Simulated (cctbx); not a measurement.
**CaGa2GeSe4: as given, inverted or twinned?**

Space group I-42m (no. 121), a = 8.1830 Å, b = 8.1830 Å, c = 6.8520 Å, α = 90.00°, β = 90.00°, γ = 90.00°.

| atom | mult. | x | y | z | Ueq (Å²) |
| --- | --- | --- | --- | --- | --- |
| Se1 | 8 | 0.8248 | 0.1752 | 0.2232 | 0.0069 |
| Ge1 | 2 | 0 | 0 | 0 | 0.0096 |
| Ga1 | 4 | 1/2 | 0 | 0 | 0.0076 |
| Ca1 | 2 | 0 | 0 | 1/2 | 0.0085 |

The model is made up (kin elements in a known structure type, no relaxation), so it says nothing on whether the phase exists.

Data sets are simulated with cctbx and refined with Bijvoet mates kept apart; Flack x is then fitted as the share of an inverted twin with the atoms fixed, Hooft y from the Bijvoet differences. The group is acentric but holds improper operations, so there is an absolute structure (orientation) and no hand.

Untwinned crystal. What Flack and Hooft values should come out?

```csv
λ (Å),extinction (unmodelled),d min (Å),top counts,error (%),model,R1,Flack x,s.u.,Hooft y,s.u.,pairs
0.71073,0.1,0.77,5000,4,as given,0.0150,-0.03,0.07,-0.113,0.063,116
0.71073,0.1,0.77,5000,4,inverted,0.0224,1.04,0.08,1.125,0.064,116
1.54184,0,0.83,20000,3,as given,0.0063,0.043,0.019,-0.011,0.022,88
```

With Mo Kα, x is within 3 s.u. of 0, so the absolute structure is right, though an s.u. above 0.04 can't exclude a small twin share. With Cu Kα, x is within 3 s.u. of 0, so the absolute structure is right. Inverting the model turns x into about 1 − x.

A further crystal gives:

```
  λ (Å)  extinction (unmodelled)  d min (Å)  top counts  error (%)     model      R1  Flack x  s.u.  Hooft y   s.u.  pairs
0.71073                      0.3       0.75       40000          2  as given  0.0113     0.29  0.03    0.306  0.020    121
```

**Question.** What is it?

It was simulated as an inversion twin with a fraction 0.3 of the inverted domain. Flack x is over 3 s.u. from both 0 and 1 and reads that fraction.

[Logs are printed without paths, hosts, clocks, repeated set-up lines and the standing remarks that a program may print on its own settings, such as how far it seeks lower states.]
